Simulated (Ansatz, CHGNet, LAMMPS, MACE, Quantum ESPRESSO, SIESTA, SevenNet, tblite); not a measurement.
**SIESTA runs on Li+ BF4- in dimethyl sulfoxide at 330 K (96 atoms)**

Wanted: SIESTA inputs and outputs for Li+ BF4- in dimethyl sulfoxide at 330 K (96 atoms), checked against a plane-wave reference.

Calculated with SIESTA 5.4.2; the method is named at each step.

### Step 1. The structure

The cell holds 96 atoms: 18 C, 9 S, 9 O, 54 H, 1 B, 4 F and 1 Li. Cell: a = 10.470 Å, b = 10.470 Å, c = 10.470 Å, α = 90.0°, β = 90.0°, γ = 90.0°. 9 dimethyl sulfoxide, 1 Li+, 1 BF4- placed at random, at 1.15 g/cm³; overlaps pushed apart, then 10 ps at 550 K with stiff harmonic cages for PF6 and BF4 with UFF radii; Joung-Cheatham ions (J. Phys. Chem. B 112, 9020 (2008)); MMFF94 bonds, angles, torsions, charges and radii (Halgren, J. Comput. Chem. 17, 490 (1996)) in harmonic and 12-6 forms; charges of ions scaled by 0.8. Snapshot after 30 ps at 330 K and fixed volume.

The yardstick, on the same geometry:

```
method                                           : Kohn-Sham DFT, PBE, SSSP efficiency 1.3.0 pseudopotentials, plane waves (Quantum ESPRESSO 7.5); sssp-pbe-1.3.0-efficiency, cutoffs 60/480 Ry, Γ point
r.m.s. force component                           : 0.7834 eV/Å
longest force                                    : 3.281 eV/Å
pressure                                         : 2.542 GPa
gap (highest filled to lowest empty level) : 3.772 eV
time                                             : 4.7 min on 2 MPI ranks of Arm Neoverse N1, shared host
CPU time                                         : 9.4 min
```

### Step 2. PBE, DZP, shift 0.01 Ry, mesh 500 Ry

Method: Kohn-Sham DFT, PBE, PseudoDojo 0.4.1 norm-conserving pseudopotentials (converted to PSML), numerical atomic orbitals (DZP), diagonalisation.

The .psml files are PseudoDojo norm-conserving potentials that we converted to this format, checked against plane waves on the same files for H, C, O, Si, Ge and Ca alone.

File input.fdf:

```
SystemLabel cell
NumberOfAtoms 96
NumberOfSpecies 7
%block ChemicalSpeciesLabel
  1 6 C
  2 16 S
  3 8 O
  4 1 H
  5 5 B
  6 9 F
  7 3 Li
%endblock ChemicalSpeciesLabel
LatticeConstant 1.0 Ang
%block LatticeVectors
  10.46989 0.00000 0.00000
  0.00000 10.46989 0.00000
  0.00000 0.00000 10.46989
%endblock LatticeVectors
PAO.BasisSize DZP
PAO.EnergyShift 0.01 Ry
PAO.Polarization.NonPerturbative T
XC.Functional GGA
XC.Authors PBE
MeshCutoff 500 Ry
%block kgrid_Monkhorst_Pack
  1 0 0 0.0
  0 1 0 0.0
  0 0 1 0.0
%endblock kgrid_Monkhorst_Pack
SolutionMethod diagon
OccupationFunction FD
ElectronicTemperature 580 K
SCF.Mixer.Method Pulay
SCF.Mixer.Weight 0.15
SCF.Mixer.History 8
SCF.Mix Hamiltonian
MaxSCFIterations 300
SCF.DM.Tolerance 1e-04
SCF.H.Tolerance 1.0e-3 eV
WriteForces T
Write.HirshfeldPop T
Write.VoronoiPop T
Write.DM F
Write.H F
XML.Write F
AtomicCoordinatesFormat Fractional
%block AtomicCoordinatesAndAtomicSpecies
  0.06560 0.24936 0.73910 1
  0.91705 0.15904 0.77664 2
  0.94559 0.19591 0.95378 1
  0.81628 0.25305 0.72733 3
  0.09263 0.22379 0.64930 4
  0.04652 0.34991 0.74254 4
  0.14640 0.23515 0.79261 4
  0.00140 0.28269 0.95859 4
  0.00470 0.12481 0.00194 4
  0.85440 0.20824 0.00569 4
  0.46599 0.67287 0.16160 1
  0.53134 0.73990 0.30406 2
  0.41355 0.67572 0.41310 1
  0.66468 0.69056 0.32702 3
  0.36918 0.71628 0.15975 4
  0.51414 0.71015 0.07217 4
  0.47161 0.56987 0.16471 4
  0.31145 0.70862 0.39745 4
  0.44264 0.70574 0.50816 4
  0.41634 0.57328 0.39702 4
  0.88394 0.64292 0.64308 1
  0.72709 0.57814 0.60019 2
  0.78678 0.45329 0.50334 1
  0.65395 0.52073 0.71768 3
  0.87799 0.72398 0.70817 4
  0.93701 0.56362 0.68621 4
  0.92191 0.67609 0.55425 4
  0.70172 0.42322 0.45894 4
  0.82788 0.37832 0.56298 4
  0.84933 0.48238 0.43078 4
  0.16198 0.61260 0.88382 1
  0.22573 0.64361 0.72026 2
  0.37834 0.57502 0.76743 1
  0.15380 0.56524 0.62453 3
  0.05754 0.61123 0.88215 4
  0.19275 0.51790 0.91157 4
  0.18399 0.68413 0.95127 4
  0.37024 0.47434 0.79488 4
  0.42087 0.62313 0.84661 4
  0.44060 0.59064 0.68644 4
  0.26236 0.34771 0.41109 1
  0.29306 0.39042 0.24957 2
  0.21989 0.25625 0.16990 1
  0.22583 0.51245 0.22288 3
  0.16146 0.37076 0.43226 4
  0.27449 0.24765 0.42889 4
  0.32304 0.40552 0.47528 4
  0.26579 0.23326 0.08095 4
  0.11870 0.27945 0.15271 4
  0.23947 0.17685 0.23281 4
  0.10715 0.97698 0.46612 1
  0.00853 0.06672 0.35691 2
  0.86605 0.97559 0.38502 1
  0.99364 0.19677 0.40708 3
  0.06919 0.98709 0.56136 4
  0.10674 0.88287 0.41840 4
[... 36 atom lines left out ...]
  0.21876 0.95547 0.04467 6
  0.31389 0.10569 0.89160 6
  0.37495 0.89284 0.89066 6
  0.72731 0.38408 0.83763 7
%endblock AtomicCoordinatesAndAtomicSpecies
```

Started as:

```sh
$ OMP_NUM_THREADS=1 mpirun -np 2 siesta < input.fdf > output.txt
```

What it wrote:

```text
Version         : 5.4.2
reinit: System Name:
reinit: System Label: cell
initatom: Reading input for the pseudopotentials and atomic orbitals ----------
Species number:   1 Atomic number:    6 Label: C
Species number:   2 Atomic number:   16 Label: S
Species number:   3 Atomic number:    8 Label: O
Species number:   4 Atomic number:    1 Label: H
Species number:   5 Atomic number:    5 Label: B
Species number:   6 Atomic number:    9 Label: F
Species number:   7 Atomic number:    3 Label: Li
Ground state valence configuration (from tables):   2s02  2p02  3d00  4f00
Ground state valence configuration (from tables):   3s02  3p04  3d00  4f00
Ground state valence configuration (from tables):   2s02  2p04  3d00  4f00
Ground state valence configuration (from tables):   1s01  2p00  3d00  4f00
Ground state valence configuration (from tables):   2s02  2p01  3d00  4f00
Ground state valence configuration (from tables):   2s02  2p05  3d00  4f00
Ground state valence configuration (from tables):   2s01  2p00  3d00  4f00
---- Processing specs for species: C
GGA--PBE XC_GGA_X_PBE--XC_GGA_C_PBE pb
---- Processing specs for species: S
GGA--PBE XC_GGA_X_PBE--XC_GGA_C_PBE pb
---- Processing specs for species: O
GGA--PBE XC_GGA_X_PBE--XC_GGA_C_PBE pb
---- Processing specs for species: H
GGA--PBE XC_GGA_X_PBE--XC_GGA_C_PBE pb
---- Processing specs for species: B
GGA--PBE XC_GGA_X_PBE--XC_GGA_C_PBE pb
---- Processing specs for species: F
GGA--PBE XC_GGA_X_PBE--XC_GGA_C_PBE pb
---- Processing specs for species: Li
GGA--PBE XC_GGA_X_PBE--XC_GGA_C_PBE pb
Semicore shell(s) with  2 electrons included in the valence for Li
Semicore shell(s): 1s
C pseudopotential only contains V_ls up to l=1 -- lmxkb reset.
S pseudopotential only contains V_ls up to l=2 -- lmxkb reset.
O pseudopotential only contains V_ls up to l=2 -- lmxkb reset.
H pseudopotential only contains V_ls up to l=1 -- lmxkb reset.
B pseudopotential only contains V_ls up to l=1 -- lmxkb reset.
[... lines left out ...]
Total number of electrons:   268.000000
[... lines left out ...]
Gamma-point calculation with multiply-connected orbital pairs
Gamma-point calculation with multiply-connected orbital pairs
Folding of H and S implicitly performed
Folding of H and S implicitly performed
new_DM -- step:     1
Initializing Density Matrix...
Attempting to read DM from file... Failed...
DM filled with atomic data:
InitMesh: MESH = 144 x 144 x 144 = 2985984
InitMesh: Mesh cutoff (required, used) =   500.000   522.809 Ry
stepf: Fermi-Dirac step function
        iscf     Eharris(eV)        E_KS(eV)     FreeEng(eV)     dDmax    Ef(eV) dHmax(eV)
   scf:    1   -13407.684604   -13453.226419   -13453.226419  1.939838 -4.204811  7.944628
   scf:    2   -13506.097716   -13482.038689   -13482.038689  0.069484 -3.451760  4.403017
   scf:    3   -13503.401000   -13498.144375   -13498.144375  0.109549 -3.926883  1.649516
[...]
scf:   11   -13498.917540   -13498.917539   -13498.917539  0.000285 -3.638208  0.003102
   scf:   12   -13498.917542   -13498.917541   -13498.917541  0.000069 -3.638260  0.000668
SCF Convergence by DM+H criterion
max |DM_out - DM_in|         :     0.0000689143
max |H_out - H_in|      (eV) :     0.0006683384
SCF cycle converged after 12 iterations
Using DM_out to compute the final energy and forces
siesta: E_KS(eV) =           -13498.9175
siesta: E_KS - E_eggbox =    -13498.9175
siesta: Atomic forces (eV/Ang):
     1   -2.569701   -0.028456    0.597794
     2    2.723921    0.119267    1.852783
     3   -0.737039   -0.557766   -0.252192
[...]
95    2.115726   -1.322746    0.599217
    96    0.034433    0.210865   -1.001377
----------------------------------------
   Tot    0.003406    0.001858    0.006915
----------------------------------------
   Max    4.794470
   Res    1.232599    sqrt( Sum f_i^2 / 3N )
----------------------------------------
   Max    4.794470    constrained
Stress tensor Voigt[x,y,z,yz,xz,xy] (kbar):      -53.16      -61.26      -51.67       -4.56       -1.72        0.95
(Free)E + p*V (eV/cell)   -13459.2603
Target enthalpy (eV/cell)   -13498.9175
siesta: Program's energy decomposition (eV):
siesta: Ebs     =     -3613.676311
siesta: Eions   =     22228.093477
siesta: Ena     =      5331.268541
siesta: Ekin    =      8524.072830
siesta: Enl     =      -922.207966
siesta: DEna    =      -170.254713
siesta: DUscf   =        31.094124
siesta: Ex      =     -3761.687733
siesta: Ec      =      -303.109146
siesta: Exc     =     -4064.796880
siesta: Eharris =    -13498.917542
siesta: Etot    =    -13498.917541
siesta: FreeEng =    -13498.917541
siesta: Final energy (eV):
siesta:  Band Struct. =   -3613.676311
siesta:       Kinetic =    8524.072830
siesta:       Hartree =    7062.174698
siesta:         Exch. =   -3761.687733
siesta:         Corr. =    -303.109146
siesta:   Exch.-corr. =   -4064.796880
siesta:  Ion-electron =  -21767.931299
siesta:       Ion-ion =   -3252.436889
siesta:         Total =  -13498.917541
siesta:         Fermi =      -3.638260
siesta: Stress tensor (static) (eV/Ang**3):
siesta:    -0.033180    0.000595   -0.001071
siesta:     0.000595   -0.038234   -0.002846
siesta:    -0.001071   -0.002846   -0.032248
siesta: Cell volume =       1147.694648 Ang**3
siesta: Pressure (static):
siesta:                Solid            Molecule  Units
siesta:           0.00037634          0.00048128  Ry/Bohr**3
siesta:           0.03455386          0.04418888  eV/Ang**3
siesta:          55.36138044         70.79839725  kBar
    Orbital volume contribution        =          28.409191 eV
    (Free)E + p_basis*V_orbitals       =      -13470.508350 eV
    (Free)Eharris+ p_basis*V_orbitals  =      -13470.508351 eV
Hirshfeld Atomic Populations:
Atom #   charge [q] valence [e]  Species
     1    -0.094435    4.094435  C
     2     0.372788    5.627212  S
     3    -0.081491    4.081491  C
     4    -0.228406    6.228406  O
     5     0.023716    0.976284  H
     6     0.034961    0.965039  H
     7     0.030155    0.969845  H
[...]
11    -0.087890    4.087890  C
    12     0.271771    5.728229  S
[...]
14    -0.317939    6.317939  O
[...]
22     0.333404    5.666596  S
[...]
24    -0.250511    6.250511  O
[...]
91     0.091899    2.908101  B
    92    -0.216240    7.216240  F
    93    -0.201721    7.201721  F
    94    -0.197015    7.197015  F
[...]
96     0.037972    2.962028  Li
--------------------
 Total     0.000007
Voronoi Atomic Populations:
Atom #   charge [q] valence [e]  Species
[...]
72     0.329687    5.670313  S
[...]
74    -0.348393    6.348393  O
[...]
81    -0.042534    4.042534  C
    82     0.355792    5.644208  S
    83    -0.047937    4.047937  C
    84    -0.269244    6.269244  O
[...]
89     0.007776    0.992224  H
    90     0.014910    0.985090  H
    91     0.182776    2.817224  B
[...]
94    -0.232974    7.232974  F
    95    -0.210013    7.210013  F
    96    -0.057043    3.057043  Li
--------------------
 Total     0.000007
```

The job ended after 2.9 min (2 MPI ranks of Arm Neoverse N1, shared host; peak memory 1.7 GiB; 5.9 min of CPU time).

Banners, paths, timers and routine set-up lines are dropped from the logs unmarked, and long logs keep their key lines alone; longer cuts are marked.

Numbers from this run, and their distance from the reference:

| Item | Value |
| --- | --- |
| r.m.s. force component | 1.233 eV/Å |
| r.m.s. difference of force components | 699.1 meV/Å |
| longest difference of force vectors | 3109 meV/Å |
| force difference over r.m.s. force | 89.25 % |
| slope of forces against the reference's | 1.34 |
| correlation of force components | 0.8514 |
| gap (highest filled to lowest empty level) | 3.867 eV |
| gap difference | 0.0949 eV |
| pressure | 5.536 GPa |
| pressure difference | 2.994 GPa |

This run lies far from the reference in forces at the same functional.

Length of the force difference by element (eV/Å):

| element | atoms | mean | most |
| --- | --- | --- | --- |
| B | 1 | 0.54 | 0.54 |
| C | 18 | 0.24 | 0.52 |
| F | 4 | 0.89 | 1.1 |
| H | 54 | 0.62 | 0.86 |
| Li | 1 | 0.076 | 0.076 |
| O | 9 | 2.7 | 3.1 |
| S | 9 | 2.3 | 2.6 |

Levels nearest the highest filled one (eV from it): -1.60, -1.48, -1.34, -1.14, -0.91, -0.72, -0.46, -0.37, -0.23, -0.16, -0.08, 0.00, 3.87, 4.16, 4.29, 4.40, 4.51, 4.58, 4.66, 4.71, 4.80, 4.85, 4.91, 5.00.

A closer look about B91, the only B atom: 11 atoms, nearest first, numbered in the order of the input, with positions taken from that point.

| atom | x | y | z | distance (Å) | bonds | Hirshfeld charge (e) | Fx | Fy | Fz (eV/Å) |
| --- | --- | --- | --- | --- | --- | --- | --- | --- | --- |
| B91 | 0.00 | 0.00 | 0.00 | 0.00 | 4 | 0.09 | -1.04 | 1.18 | -0.26 |
| F95 | 1.04 | -0.85 | -0.31 | 1.38 | 1 | -0.18 | 2.12 | -1.32 | 0.60 |
| F92 | -0.94 | -0.21 | -1.00 | 1.39 | 1 | -0.22 | -2.43 | -0.68 | -1.29 |
| F93 | -0.60 | -0.19 | 1.31 | 1.45 | 1 | -0.20 | 0.64 | 0.30 | -0.23 |
| F94 | 0.40 | 1.38 | -0.30 | 1.47 | 1 | -0.20 | 0.60 | 0.63 | 1.11 |
| H87 | 2.16 | 0.87 | 2.16 | 3.17 | 1 | 0.04 | -1.04 | -0.61 | 0.77 |
| H48 | -0.10 | 2.72 | 1.69 | 3.20 | 1 | 0.02 | 0.75 | 0.10 | -1.32 |
| H37 | -0.96 | -3.03 | 0.33 | 3.20 | 1 | 0.04 | 1.14 | 1.58 | 1.25 |
| H85 | 3.15 | 0.67 | 0.72 | 3.30 | 1 | 0.04 | 0.19 | -0.96 | -1.24 |
| H7 | -1.35 | 2.74 | -1.33 | 3.33 | 1 | 0.03 | 2.60 | -1.21 | 2.62 |
| H9 | -2.84 | 1.58 | 0.86 | 3.36 | 1 | 0.03 | 0.32 | -1.12 | -0.04 |

Forces lie 89 % from the reference's, at 0.63 times its CPU time.

### Step 3. PBE, TZP, shift 0.01 Ry, mesh 500 Ry

Method: Kohn-Sham DFT, PBE, PseudoDojo 0.4.1 norm-conserving pseudopotentials (converted to PSML), numerical atomic orbitals (TZP), diagonalisation.

Edit input.fdf of step 2 so:

```diff
@@ -18,3 +18,3 @@
 %endblock LatticeVectors
-PAO.BasisSize DZP
+PAO.BasisSize TZP
 PAO.EnergyShift 0.01 Ry
```

What it wrote:

```text
Version         : 5.4.2
reinit: System Name:
reinit: System Label: cell
initatom: Reading input for the pseudopotentials and atomic orbitals ----------
Species number:   1 Atomic number:    6 Label: C
Species number:   2 Atomic number:   16 Label: S
Species number:   3 Atomic number:    8 Label: O
Species number:   4 Atomic number:    1 Label: H
Species number:   5 Atomic number:    5 Label: B
Species number:   6 Atomic number:    9 Label: F
Species number:   7 Atomic number:    3 Label: Li
Ground state valence configuration (from tables):   2s02  2p02  3d00  4f00
[... lines left out ...]
SCF Convergence by DM+H criterion
[... lines left out ...]
SCF cycle converged after 12 iterations
[... lines left out ...]
   Max    4.319155
[... lines left out ...]
   Max    4.319155    constrained
Stress tensor Voigt[x,y,z,yz,xz,xy] (kbar):      -48.63      -56.58      -46.75       -4.57       -1.32        0.32
[... lines left out ...]
siesta: FreeEng =    -13502.702594
[... lines left out ...]
siesta:         Fermi =      -3.048516
[... lines left out ...]
siesta:          50.65408113         63.94878761  kBar
[... lines left out ...]
Atom #   charge [q] valence [e]  Species
     1    -0.095296    4.095296  C
     2     0.376436    5.623564  S
     3    -0.082583    4.082583  C
     4    -0.239279    6.239279  O
     5     0.024677    0.975323  H
     6     0.036660    0.963340  H
     7     0.030973    0.969027  H
[...]
11    -0.088591    4.088591  C
    12     0.276606    5.723394  S
[...]
14    -0.324227    6.324227  O
[...]
22     0.336543    5.663457  S
[...]
24    -0.259978    6.259978  O
[...]
91     0.109574    2.890426  B
    92    -0.219433    7.219433  F
    93    -0.205132    7.205132  F
    94    -0.201538    7.201538  F
[...]
96     0.054355    2.945645  Li
--------------------
 Total     0.000010
Voronoi Atomic Populations:
Atom #   charge [q] valence [e]  Species
[...]
72     0.332296    5.667704  S
[...]
74    -0.356520    6.356520  O
[...]
81    -0.044312    4.044312  C
    82     0.359926    5.640074  S
    83    -0.049080    4.049080  C
    84    -0.279543    6.279543  O
[...]
89     0.008703    0.991297  H
    90     0.014648    0.985352  H
    91     0.192237    2.807763  B
[...]
94    -0.234811    7.234811  F
    95    -0.210273    7.210273  F
    96    -0.044831    3.044831  Li
--------------------
 Total     0.000010
```

The job ended after 3.9 min (2 MPI ranks; peak memory 1.9 GiB).

Numbers from this run, and their distance from the reference:

```
r.m.s. force component                           : 1.165 eV/Å
r.m.s. difference of force components            : 605 meV/Å
longest difference of force vectors              : 2602 meV/Å
force difference over r.m.s. force               : 77.23 %
slope of forces against the reference's          : 1.307
correlation of force components                  : 0.8792
gap (highest filled to lowest empty level) : 3.851 eV
gap difference                                   : 0.0791 eV
pressure                                         : 5.065 GPa
pressure difference                              : 2.523 GPa
```

This run lies far from the reference in forces at the same functional.

Against the first run (89 %), the force difference from the reference is 77 %, at 1.3 times the CPU time, with 1028 basis functions against 809: the larger basis brings the forces nearer.

### Step 4. PBE, SZ, shift 0.01 Ry, mesh 500 Ry

Method: Kohn-Sham DFT, PBE, PseudoDojo 0.4.1 norm-conserving pseudopotentials (converted to PSML), numerical atomic orbitals (SZ), diagonalisation.

Edit input.fdf of step 3 so:

```diff
@@ -18,3 +18,3 @@
 %endblock LatticeVectors
-PAO.BasisSize TZP
+PAO.BasisSize SZ
 PAO.EnergyShift 0.01 Ry
```

Started as:

```sh
$ OMP_NUM_THREADS=1 siesta < input.fdf > output.txt
```

What it wrote:

```text
Version         : 5.4.2
reinit: System Name:
reinit: System Label: cell
initatom: Reading input for the pseudopotentials and atomic orbitals ----------
Species number:   1 Atomic number:    6 Label: C
Species number:   2 Atomic number:   16 Label: S
Species number:   3 Atomic number:    8 Label: O
Species number:   4 Atomic number:    1 Label: H
Species number:   5 Atomic number:    5 Label: B
Species number:   6 Atomic number:    9 Label: F
Species number:   7 Atomic number:    3 Label: Li
Ground state valence configuration (from tables):   2s02  2p02  3d00  4f00
[... lines left out ...]
SCF Convergence by DM+H criterion
[... lines left out ...]
SCF cycle converged after 15 iterations
[... lines left out ...]
   Max   13.421945
[... lines left out ...]
   Max   13.421945    constrained
Stress tensor Voigt[x,y,z,yz,xz,xy] (kbar):     -249.97     -268.37     -268.59       -8.09      -14.80        9.45
[... lines left out ...]
siesta: FreeEng =    -13376.588772
[... lines left out ...]
siesta:         Fermi =      -2.740984
[... lines left out ...]
siesta:         262.30907266        332.63172834  kBar
[... lines left out ...]
Atom #   charge [q] valence [e]  Species
     1    -0.099423    4.099423  C
     2     0.459253    5.540747  S
     3    -0.095305    4.095305  C
     4    -0.270924    6.270924  O
     5     0.023500    0.976500  H
     6     0.035381    0.964619  H
     7     0.040170    0.959830  H
[...]
11    -0.102061    4.102061  C
    12     0.358052    5.641948  S
[...]
14    -0.343874    6.343874  O
[...]
22     0.406985    5.593015  S
[...]
24    -0.285732    6.285732  O
[...]
91     0.201633    2.798367  B
    92    -0.281669    7.281669  F
    93    -0.268771    7.268771  F
    94    -0.280511    7.280511  F
[...]
96     0.112129    2.887871  Li
--------------------
 Total    -0.000003
Voronoi Atomic Populations:
Atom #   charge [q] valence [e]  Species
[...]
72     0.421105    5.578895  S
[...]
74    -0.341469    6.341469  O
[...]
81    -0.033589    4.033589  C
    82     0.461197    5.538803  S
    83    -0.048497    4.048497  C
    84    -0.295395    6.295395  O
[...]
89    -0.000013    1.000013  H
    90    -0.000686    1.000686  H
    91     0.303960    2.696040  B
[...]
94    -0.306328    7.306328  F
    95    -0.280573    7.280573  F
    96     0.079635    2.920365  Li
--------------------
 Total    -0.000003
```

The job ended after 2.3 min (1 thread; peak memory 0.72 GiB).

Numbers from this run, and their distance from the reference:

* r.m.s. force component: 3.425 eV/Å
* r.m.s. difference of force components: 3059 meV/Å
* longest difference of force vectors: 12390 meV/Å
* force difference over r.m.s. force: 390.5 %
* slope of forces against the reference's: 2.436
* correlation of force components: 0.5572
* gap (highest filled to lowest empty level): 2.525 eV
* gap difference: -1.246 eV
* pressure: 26.23 GPa
* pressure difference: 23.69 GPa

This is a coarse setting, run to see what it loses.

Against the first run (89 %), the force difference from the reference is 390 %, at 0.39 times the CPU time (on 1 against 2 cores), with 220 basis functions against 809: the smaller basis costs accuracy.

(Continued in part 2 of 2.)

[Also dropped from logs without a mark: logging warnings of Python, and SIESTA's first energy breakdown and zero terms.]

[Logs are printed without paths, hosts, clocks, repeated set-up lines and the standing remarks that a program may print on its own settings, such as how far it seeks lower states.]

[Hosts, paths, dates, database ids (printed as entryN), source tags and the programs' standing remarks are cut or masked in the printed files.]

[The MMFF94 radii named for the starting cell were scaled by 0.96; in molecules described by MMFF94, hydrogen bound to N, O or S took a small fixed 12-6 site in their place.]
